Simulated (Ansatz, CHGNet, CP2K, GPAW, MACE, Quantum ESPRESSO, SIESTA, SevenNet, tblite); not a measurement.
# Ge(100) slab, H on the bottom face, dimerised (80 atoms) in CP2K, part 2 of 3

Wanted: CP2K inputs and outputs for Ge(100) slab, H on the bottom face, dimerised (80 atoms), checked against a plane-wave reference.

Program: CP2K 2026.2; the method stands at each step. Banners, paths, timers and routine set-up lines are dropped from the logs unmarked, and long logs keep their key lines alone; longer cuts are marked.

So far. Step 2 (PBE, DZVP-MOLOPT-SR, 450/50 Ry, diagonalisation): Forces lie 6.1 % from the reference's, at 1.6 times its CPU time (on 2 against 8 cores). Step 3 (PBE, SZV-MOLOPT-SR, 450/50 Ry, diagonalisation): Against the first run (6.1 %), the force difference from the reference is 49 %, at 0.69 times the CPU time (on 1 against 2 cores), with 272 basis functions against 912: the smaller basis costs accuracy.

## Step 4: PBE, TZV2P-MOLOPT (SR for Ge), 450/50 Ry, diagonalisation

Method: Kohn-Sham DFT, PBE, GTH-PBE pseudopotentials, Gaussian and plane waves, TZV2P-MOLOPT-GTH, diagonalisation.

input.inp

```
&GLOBAL
  PROJECT cell
  RUN_TYPE ENERGY_FORCE
  PRINT_LEVEL LOW
&END GLOBAL
&FORCE_EVAL
  METHOD QS
  &DFT
    BASIS_SET_FILE_NAME BASIS_MOLOPT
    BASIS_SET_FILE_NAME BASIS_MOLOPT_UCL
    POTENTIAL_FILE_NAME GTH_POTENTIALS
    &MGRID
      CUTOFF 450
      REL_CUTOFF 50
    &END MGRID
    &QS
      EPS_DEFAULT 1.0E-12
    &END QS
    &SCF
      SCF_GUESS ATOMIC
      EPS_SCF 1.0E-06
      MAX_SCF 200
      ADDED_MOS 33
      &DIAGONALIZATION
        ALGORITHM STANDARD
      &END DIAGONALIZATION
      &SMEAR ON
        METHOD FERMI_DIRAC
        ELECTRONIC_TEMPERATURE [K] 580
      &END SMEAR
      &MIXING
        METHOD BROYDEN_MIXING
        ALPHA 0.15
        NBROYDEN 8
      &END MIXING
      &PRINT
        &RESTART OFF
        &END RESTART
      &END PRINT
    &END SCF
    &XC
      &XC_FUNCTIONAL PBE
      &END XC_FUNCTIONAL
    &END XC
    &PRINT
      &MULLIKEN ON
      &END MULLIKEN
      &LOWDIN ON
      &END LOWDIN
      &MO ON
        EIGENVALUES T
        OCCUPATION_NUMBERS T
        MO_INDEX_RANGE 125 148
        &EACH
          QS_SCF 0
        &END EACH
        ADD_LAST NUMERIC
      &END MO
    &END PRINT
  &END DFT
  &SUBSYS
    &CELL
      A 16.00324 0.00000 0.00000
      B 0.00000 8.00162 0.00000
      C 0.00000 0.00000 20.78485
    &END CELL
    &TOPOLOGY
      COORD_FILE_NAME structure.xyz
      COORD_FILE_FORMAT XYZ
    &END TOPOLOGY
    &KIND Ge
      BASIS_SET TZV2P-MOLOPT-SR-GTH-q4
      POTENTIAL GTH-PBE-q4
    &END KIND
    &KIND H
      BASIS_SET TZV2P-MOLOPT-GTH-q1
      POTENTIAL GTH-PBE-q1
    &END KIND
  &END SUBSYS
  &PRINT
    &FORCES ON
    &END FORCES
  &END PRINT
&END FORCE_EVAL
```

structure.xyz

```xyz
80

[... 80 atom lines left out: the same atoms as in the first run ...]
```

On the command line:

```
$ OMP_NUM_THREADS=1 mpirun -np 4 cp2k.psmp -i input.inp > output.txt
```

Numbers of over 12 decimals in the logs are rounded to 6 here.

The program printed:

```text
CP2K| version string:                                       CP2K version 2026.2
 CP2K| Input file name                                                 input.inp
 GLOBAL| Basis set file name                                        BASIS_MOLOPT
 GLOBAL| Potential file name                                      GTH_POTENTIALS
 GLOBAL| Run type                                                   ENERGY_FORCE
 GLOBAL| Total number of message passing processes                             4
 GLOBAL| Number of threads for this process                                    1
 TOTAL NUMBERS AND MAXIMUM NUMBERS
  Total number of            - Atomic kinds:                                   2
                             - Atoms:                                         80
[... lines left out ...]
                        Smear method:                                FERMI_DIRAC
[... lines left out ...]
 Number of electrons:                                                        272
[... lines left out ...]
  Step     Update method      Time    Convergence         Total energy    Change
[... lines left out ...]
  *** SCF run converged in    29 steps ***
[... lines left out ...]
  Fermi energy:                                                 0.013310
  Total energy:                                              -259.803342
  Total energy (extrapolated to T->0):                       -259.799479
[... lines left out ...]
 MO|    148               0.072338               1.968416               0.000000
 MO| Sum:                                                             272.000000
 MO| E(Fermi):            0.013310 a.u.          0.362191 eV
 !-----------------------------------------------------------------------------!
                     Mulliken Population Analysis
 #  Atom  Element  Kind  Atomic population                           Net charge
       1     Ge       1          3.753575                              0.246425
       2     Ge       1          4.038888                             -0.038888
       3     Ge       1          3.989489                              0.010511
[...]
# Total charge                            272.000000                  0.000000
 !-----------------------------------------------------------------------------!
 LOWDIN POPULATION ANALYSIS
 #  Atom  Element  Kind  Atomic population                           Net charge
[...]
79     H        2          1.140997                             -0.140997
      80     H        2          1.137975                             -0.137975
 # Total charge                            272.000000                  0.000000
 ENERGY| Total FORCE_EVAL ( QS ) energy [hartree]           -259.803356
 FORCES| Atomic forces [hartree/bohr]
 FORCES|   Atom     x               y               z               |f|
 FORCES|      1 -2.05435312E-02  4.48775613E-03  7.40623793E-03   2.22941469E-02
 FORCES|      2  2.83874669E-02 -1.28707990E-03  3.82051271E-03   2.86723067E-02
 FORCES|      3  2.64317682E-02  1.39464365E-02 -4.45192870E-03   3.02152466E-02
[...]
FORCES|     79 -2.32553505E-03 -8.62920542E-03 -1.24338653E-03   9.02315408E-03
 FORCES|     80 -5.05013647E-04  7.36862544E-03 -3.87667071E-04   7.39607771E-03
 FORCES| Sum    -3.22679443E-06 -8.35315099E-07 -2.23917298E-06
 FORCES| Total atomic force                                       4.01545131E-06
```

Wall time 2 min (4 MPI ranks of Arm Neoverse V2, shared host); peak memory 8.1 GiB; 8 min of CPU time.

Numbers from this run, and their distance from the reference:

```
r.m.s. force component                  : 0.7613 eV/Å
r.m.s. difference of force components   : 27.06 meV/Å
longest difference of force vectors     : 120.8 meV/Å
force difference over r.m.s. force      : 3.506 %
slope of forces against the reference's : 0.9861
correlation of force components         : 0.9995
```

Against the first run (6.1 %), the force difference from the reference is 3.5 %, at 1.5 times the CPU time (on 4 against 2 cores), with 1552 basis functions against 912: the larger basis brings the forces nearer.

The difference per atom is largest on Ge (0.044 eV/Å on average, against 0.013 on H).

## Step 5: PBE, TZVP-UZH, 450/50 Ry, diagonalisation

Method: Kohn-Sham DFT, PBE, GTH-PBE pseudopotentials, Gaussian and plane waves, TZVP-MOLOPT (UZH set), diagonalisation.

input.inp: that of step 4 with these lines changed.

```diff
@@ -8,5 +8,4 @@
   &DFT
-    BASIS_SET_FILE_NAME BASIS_MOLOPT
-    BASIS_SET_FILE_NAME BASIS_MOLOPT_UCL
-    POTENTIAL_FILE_NAME GTH_POTENTIALS
+    BASIS_SET_FILE_NAME BASIS_MOLOPT_UZH
+    POTENTIAL_FILE_NAME POTENTIAL_UZH
     &MGRID
@@ -66,8 +65,7 @@
     &END CELL
-    &TOPOLOGY
-      COORD_FILE_NAME structure.xyz
-      COORD_FILE_FORMAT XYZ
-    &END TOPOLOGY
+    &COORD
+[... 80 atom lines left out: the same atoms as in the first run ...]
+    &END COORD
     &KIND Ge
-      BASIS_SET TZV2P-MOLOPT-SR-GTH-q4
+      BASIS_SET TZVP-MOLOPT-PBE-GTH-q4
       POTENTIAL GTH-PBE-q4
@@ -75,3 +73,3 @@
     &KIND H
-      BASIS_SET TZV2P-MOLOPT-GTH-q1
+      BASIS_SET TZVP-MOLOPT-PBE-GTH-q1
       POTENTIAL GTH-PBE-q1
```

The program printed:

```text
CP2K| version string:                                       CP2K version 2026.2
 CP2K| Input file name                                                 input.inp
 GLOBAL| Basis set file name                                    BASIS_MOLOPT_UZH
 GLOBAL| Potential file name                                       POTENTIAL_UZH
[... lines left out ...]
                        Smear method:                                FERMI_DIRAC
[... lines left out ...]
 Number of electrons:                                                        272
[... lines left out ...]
  Step     Update method      Time    Convergence         Total energy    Change
[... lines left out ...]
  *** SCF run converged in    35 steps ***
[... lines left out ...]
  Fermi energy:                                                 0.010017
  Total energy:                                              -259.736428
  Total energy (extrapolated to T->0):                       -259.732496
[... lines left out ...]
 MO| E(Fermi):            0.010017 a.u.          0.272566 eV
[... lines left out ...]
      79     H        2          1.184850                             -0.184850
      80     H        2          1.181911                             -0.181911
 # Total charge                            272.000000                  0.000000
 ENERGY| Total FORCE_EVAL ( QS ) energy [hartree]           -259.736423
 FORCES| Atomic forces [hartree/bohr]
 FORCES|   Atom     x               y               z               |f|
 FORCES|      1 -2.05929315E-02  4.50615577E-03  7.41128226E-03   2.23450525E-02
 FORCES|      2  2.86897800E-02 -1.17248869E-03  3.58087398E-03   2.89361516E-02
 FORCES|      3  2.66985716E-02  1.41227090E-02 -4.49242397E-03   3.05359871E-02
[...]
FORCES|     79 -2.37656083E-03 -9.22986408E-03 -1.02992584E-03   9.58640598E-03
 FORCES|     80 -5.20057309E-04  7.96804143E-03 -1.51311532E-04   7.98642842E-03
 FORCES| Sum    -2.06060833E-06 -3.23544174E-08  8.78103299E-07
 FORCES| Total atomic force                                       2.24013815E-06
```

It took 94 s on 4 MPI ranks; peak memory 5.9 GiB; 6.3 min of CPU time.

Compared with the plane-wave run:

```
r.m.s. force component                  : 0.7659 eV/Å
r.m.s. difference of force components   : 28.62 meV/Å
longest difference of force vectors     : 126.1 meV/Å
force difference over r.m.s. force      : 3.709 %
slope of forces against the reference's : 0.9919
correlation of force components         : 0.9993
```

Against the first run (6.1 %), the force difference from the reference is 3.7 %, at 1.2 times the CPU time (on 4 against 2 cores), with 1184 basis functions against 912; this set comes with other potentials too, so the change isn't the basis's alone.

## Step 6: PBE+D3, DZVP-MOLOPT-SR, 450/50 Ry, diagonalisation

Method: Kohn-Sham DFT, PBE+D3, GTH-PBE pseudopotentials, Gaussian and plane waves, DZVP-MOLOPT-SR-GTH, diagonalisation.

input.inp: that of step 5 with these lines changed.

```diff
@@ -8,4 +8,4 @@
   &DFT
-    BASIS_SET_FILE_NAME BASIS_MOLOPT_UZH
-    POTENTIAL_FILE_NAME POTENTIAL_UZH
+    BASIS_SET_FILE_NAME BASIS_MOLOPT
+    POTENTIAL_FILE_NAME GTH_POTENTIALS
     &MGRID
@@ -42,2 +42,10 @@
       &END XC_FUNCTIONAL
+      &VDW_POTENTIAL
+        POTENTIAL_TYPE PAIR_POTENTIAL
+        &PAIR_POTENTIAL
+          TYPE DFTD3
+          PARAMETER_FILE_NAME dftd3.dat
+          REFERENCE_FUNCTIONAL PBE
+        &END PAIR_POTENTIAL
+      &END VDW_POTENTIAL
     &END XC
@@ -65,7 +73,8 @@
     &END CELL
-    &COORD
-[... 80 atom lines left out: the same atoms as in the first run ...]
-    &END COORD
+    &TOPOLOGY
+      COORD_FILE_NAME structure.xyz
+      COORD_FILE_FORMAT XYZ
+    &END TOPOLOGY
     &KIND Ge
-      BASIS_SET TZVP-MOLOPT-PBE-GTH-q4
+      BASIS_SET DZVP-MOLOPT-SR-GTH-q4
       POTENTIAL GTH-PBE-q4
@@ -73,3 +82,3 @@
     &KIND H
-      BASIS_SET TZVP-MOLOPT-PBE-GTH-q1
+      BASIS_SET DZVP-MOLOPT-SR-GTH-q1
       POTENTIAL GTH-PBE-q1
```

structure.xyz is that of step 4.

On the command line:

```
$ OMP_NUM_THREADS=2 cp2k.psmp -i input.inp > output.txt
```

The program printed:

```text
CP2K| version string:                                       CP2K version 2026.2
 CP2K| Input file name                                                 input.inp
 GLOBAL| Basis set file name                                        BASIS_MOLOPT
 GLOBAL| Potential file name                                      GTH_POTENTIALS
 GLOBAL| Run type                                                   ENERGY_FORCE
 GLOBAL| Total number of message passing processes                             1
 GLOBAL| Number of threads for this process                                    2
[... lines left out ...]
                        Smear method:                                FERMI_DIRAC
[... lines left out ...]
 Number of electrons:                                                        272
[... lines left out ...]
  Step     Update method      Time    Convergence         Total energy    Change
[... lines left out ...]
  *** SCF run converged in    35 steps ***
[... lines left out ...]
  Fermi energy:                                                 0.017327
  Total energy:                                              -259.939064
  Total energy (extrapolated to T->0):                       -259.935173
[... lines left out ...]
 MO| E(Fermi):            0.017327 a.u.          0.471505 eV
[... lines left out ...]
       2     Ge       1          4.058293                             -0.058293
       3     Ge       1          4.015682                             -0.015682
[...]
# Total charge                            272.000000                  0.000000
 !-----------------------------------------------------------------------------!
 LOWDIN POPULATION ANALYSIS
 #  Atom  Element  Kind  Atomic population                           Net charge
[...]
79     H        2          1.212757                             -0.212757
      80     H        2          1.203105                             -0.203105
 # Total charge                            272.000000                  0.000000
 ENERGY| Total FORCE_EVAL ( QS ) energy [hartree]           -259.939058
 FORCES| Atomic forces [hartree/bohr]
 FORCES|   Atom     x               y               z               |f|
 FORCES|      1 -2.03375092E-02  4.89203689E-03  5.85112041E-03   2.17205413E-02
 FORCES|      2  2.84759105E-02 -1.13847112E-03  3.68722874E-03   2.87362011E-02
 FORCES|      3  2.64127583E-02  1.40003075E-02 -4.08549484E-03   3.01717364E-02
[...]
FORCES|     79 -2.53333492E-03 -9.09754744E-03 -1.83207019E-04   9.44546028E-03
 FORCES|     80 -4.84543871E-04  7.80286194E-03  7.93666103E-04   7.85807503E-03
 FORCES| Sum    -3.15995554E-06 -5.05734123E-07 -1.06539473E-06
 FORCES| Total atomic force                                       3.37285517E-06
```

Elapsed: 3.2 min, on 2 threads; peak memory 4.3 GiB; 5.3 min of CPU time.

Numbers from this run, and their distance from the reference:

```
r.m.s. force component                  : 0.7606 eV/Å
r.m.s. difference of force components   : 55.81 meV/Å
longest difference of force vectors     : 244.8 meV/Å
force difference over r.m.s. force      : 7.233 %
slope of forces against the reference's : 0.9832
correlation of force components         : 0.9974
```

Against the first run (6.1 %), the force difference from the reference is 7.2 %, at 1.0 times the CPU time; the model has changed, so this is no error of the program alone.

## Step 7: LDA, DZVP-MOLOPT-SR, 450/50 Ry, diagonalisation

Method: Kohn-Sham DFT, LDA, GTH-PADE pseudopotentials, Gaussian and plane waves, DZVP-MOLOPT-SR-GTH, diagonalisation.

input.inp: that of step 6 with these lines changed.

```diff
@@ -40,12 +40,4 @@
     &XC
-      &XC_FUNCTIONAL PBE
+      &XC_FUNCTIONAL PADE
       &END XC_FUNCTIONAL
-      &VDW_POTENTIAL
-        POTENTIAL_TYPE PAIR_POTENTIAL
-        &PAIR_POTENTIAL
-          TYPE DFTD3
-          PARAMETER_FILE_NAME dftd3.dat
-          REFERENCE_FUNCTIONAL PBE
-        &END PAIR_POTENTIAL
-      &END VDW_POTENTIAL
     &END XC
@@ -73,9 +65,8 @@
     &END CELL
-    &TOPOLOGY
-      COORD_FILE_NAME structure.xyz
-      COORD_FILE_FORMAT XYZ
-    &END TOPOLOGY
+    &COORD
+[... 80 atom lines left out: the same atoms as in the first run ...]
+    &END COORD
     &KIND Ge
       BASIS_SET DZVP-MOLOPT-SR-GTH-q4
-      POTENTIAL GTH-PBE-q4
+      POTENTIAL GTH-PADE-q4
     &END KIND
@@ -83,3 +74,3 @@
       BASIS_SET DZVP-MOLOPT-SR-GTH-q1
-      POTENTIAL GTH-PBE-q1
+      POTENTIAL GTH-PADE-q1
     &END KIND
```

The program printed:

```text
CP2K| version string:                                       CP2K version 2026.2
 CP2K| Input file name                                                 input.inp
 GLOBAL| Basis set file name                                        BASIS_MOLOPT
 GLOBAL| Potential file name                                      GTH_POTENTIALS
[... lines left out ...]
                        Smear method:                                FERMI_DIRAC
[... lines left out ...]
 Number of electrons:                                                        272
[... lines left out ...]
  Step     Update method      Time    Convergence         Total energy    Change
[... lines left out ...]
  *** SCF run converged in    33 steps ***
[... lines left out ...]
  Fermi energy:                                                 0.00521443
  Total energy:                                              -263.473216
  Total energy (extrapolated to T->0):                       -263.469141
[... lines left out ...]
 MO| E(Fermi):            0.005214 a.u.          0.141892 eV
[... lines left out ...]
      79     H        2          1.194646                             -0.194646
      80     H        2          1.184849                             -0.184849
 # Total charge                            272.000000                  0.000000
 ENERGY| Total FORCE_EVAL ( QS ) energy [hartree]           -263.473194
 FORCES| Atomic forces [hartree/bohr]
 FORCES|   Atom     x               y               z               |f|
 FORCES|      1 -1.78147085E-02  4.64026451E-03  9.74158346E-03   2.08277301E-02
 FORCES|      2  2.54032324E-02 -6.45182159E-04  4.01072123E-03   2.57259861E-02
 FORCES|      3  2.39650575E-02  1.29639129E-02 -3.61232649E-03   2.74851946E-02
[...]
FORCES|     79 -2.61276911E-03 -1.18623920E-02  3.80499749E-03   1.27287435E-02
 FORCES|     80 -4.44067372E-04  1.05190426E-02  4.90295441E-03   1.16140611E-02
 FORCES| Sum    -7.49567222E-09  1.01752498E-09  2.19606064E-08
 FORCES| Total atomic force                                       2.32268959E-08
```

The job ended after 2 min (2 threads; peak memory 4.1 GiB; 3.3 min of CPU time).

Numbers from this run, and their distance from the reference:

```yaml
r_m_s_force_component: 0.6724 eV/Å
r_m_s_difference_of_force_components: 175.3 meV/Å
longest_difference_of_force_vectors: 718.1 meV/Å
force_difference_over_r_m_s_force: 22.72 %
slope_of_forces_against_the_reference_s: 0.8539
correlation_of_force_components: 0.9799
```

Against the first run (6.1 %), the force difference from the reference is 23 %, at 0.62 times the CPU time; the model has changed, so this is no error of the program alone.

## Step 8: PBE, DZVP-MOLOPT-SR, 630/50 Ry, diagonalisation

Method: Kohn-Sham DFT, PBE, GTH-PBE pseudopotentials, Gaussian and plane waves, DZVP-MOLOPT-SR-GTH, diagonalisation.

input.inp: that of step 7 with these lines changed.

```diff
@@ -11,4 +11,5 @@
     &MGRID
-      CUTOFF 450
+      CUTOFF 630
       REL_CUTOFF 50
+      NGRIDS 5
     &END MGRID
@@ -40,3 +41,3 @@
     &XC
-      &XC_FUNCTIONAL PADE
+      &XC_FUNCTIONAL PBE
       &END XC_FUNCTIONAL
@@ -70,3 +71,3 @@
       BASIS_SET DZVP-MOLOPT-SR-GTH-q4
-      POTENTIAL GTH-PADE-q4
+      POTENTIAL GTH-PBE-q4
     &END KIND
@@ -74,3 +75,3 @@
       BASIS_SET DZVP-MOLOPT-SR-GTH-q1
-      POTENTIAL GTH-PADE-q1
+      POTENTIAL GTH-PBE-q1
     &END KIND
```

The program printed:

```text
CP2K| version string:                                       CP2K version 2026.2
 CP2K| Input file name                                                 input.inp
 GLOBAL| Basis set file name                                        BASIS_MOLOPT
 GLOBAL| Potential file name                                      GTH_POTENTIALS
[... lines left out ...]
                        Smear method:                                FERMI_DIRAC
[... lines left out ...]
 Number of electrons:                                                        272
[... lines left out ...]
  Step     Update method      Time    Convergence         Total energy    Change
[... lines left out ...]
  *** SCF run converged in    35 steps ***
[... lines left out ...]
  Fermi energy:                                                 0.017327
  Total energy:                                              -259.610868
  Total energy (extrapolated to T->0):                       -259.606977
[... lines left out ...]
 MO| E(Fermi):            0.017327 a.u.          0.471505 eV
[... lines left out ...]
      79     H        2          1.212757                             -0.212757
      80     H        2          1.203105                             -0.203105
 # Total charge                            272.000000                  0.000000
 ENERGY| Total FORCE_EVAL ( QS ) energy [hartree]           -259.610862
 FORCES| Atomic forces [hartree/bohr]
 FORCES|   Atom     x               y               z               |f|
 FORCES|      1 -2.03944424E-02  4.89811807E-03  5.51026443E-03   2.16861213E-02
 FORCES|      2  2.84189261E-02 -1.17615391E-03  3.51003856E-03   2.86590137E-02
 FORCES|      3  2.64307966E-02  1.40394554E-02 -4.46631325E-03   3.02595650E-02
[...]
FORCES|     79 -2.50693307E-03 -9.08480197E-03 -3.31574623E-04   9.43017931E-03
 FORCES|     80 -4.75997605E-04  7.77373176E-03  6.19639455E-04   7.81290165E-03
 FORCES| Sum    -1.52551588E-07  2.68042672E-07 -1.85028646E-07
 FORCES| Total atomic force                                       3.59658811E-07
```

Run time: 4.3 min. Hardware: 2 threads; peak memory 6.5 GiB; 7.1 min of CPU time.

Numbers from this run, and their distance from the reference:

```yaml
r_m_s_force_component: 0.7608 eV/Å
r_m_s_difference_of_force_components: 47.34 meV/Å
longest_difference_of_force_vectors: 209.9 meV/Å
force_difference_over_r_m_s_force: 6.135 %
slope_of_forces_against_the_reference_s: 0.9841
correlation_of_force_components: 0.9982
energy_less_the_same_level_run_s: 0 meV/atom
r_m_s_force_difference_from_the_same_level_run: 0.01 meV/Å
```

Against the first run (6.1 %), the force difference from the reference is 6.1 %, at 1.3 times the CPU time: the change moves forces by 0.01 meV/Å r.m.s., so most of the difference comes from elsewhere.

(Continued in part 3 of 3.)

[Also dropped from logs without a mark: logging warnings of Python, and SIESTA's first energy breakdown and zero terms.]

[Logs are printed without paths, hosts, clocks, repeated set-up lines and the standing remarks that a program may print on its own settings, such as how far it seeks lower states.]

[Hosts, paths, dates, database ids (printed as entryN), source tags and the programs' standing remarks are cut or masked in the printed files.]
